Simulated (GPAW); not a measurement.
A GW chain in GPAW: Mg2H2O3 (P-3m1). Symmetry: P-3m1, No. 164, trigonal system. The conventional cell has a = 3.085 Å, b = 3.085 Å, c = 7.710 Å, α = 90.00°, β = 90.00°, γ = 120.00°. Nearest to Mg lie 6 O at 2.10 to 2.17 Å. H has 1 O at 0.99 Å nearest. Nearest to O lie 1 H at 0.99 Å and 3 Mg at 2.10 Å. Nearest to O lie 6 Mg at 2.17 Å. Farther neighbours and most contacts between anions are not listed. The calculation used DFT, LDA, plane waves, PAW (and 1 further level or step) in GPAW 26.7.0, with cutoff 600 eV, GPAW PAW setups 1.2.1 data release, 3×3×2 k-mesh, nbands 418 in one of its runs. The LDA gap is 3.47 eV, direct, the G0W0 gap on the mesh is 6.10 eV and the GW settings are 3×3×2 mesh, 189 bands, screening to 120 eV, Godby-Needs plasmon pole. The known limits are not at the basis limit; coarse k mesh. It took 4 runs, 90 s in all on 4 MPI ranks of Arm Neoverse V1, shared host (the runs of this entry). G0W0 moves the gap on the mesh from 3.47 eV to 6.10 eV (+2.63 eV), with Z of 0.80 and 0.85 at the edges. Only 1 of the mesh's irreducible points was corrected, so a valley elsewhere could overtake. The cell and positions come from the Crystallography Open Database and are kept as given unless a step says otherwise. Bands and cutoff are finite, so the gap is not at the basis limit. The miss can reach some tenths of an eV and take either sign; the mesh is an error of its own. The 3×3×2 mesh is coarse for this cell, which bears on the long-range parts of exchange and screening.

[Runs of the session that timed out or met a known fault of the program may be left out.]

[Hosts, paths, dates, database ids (printed as entryN), source tags and the programs' standing remarks are cut or masked in the printed files.]
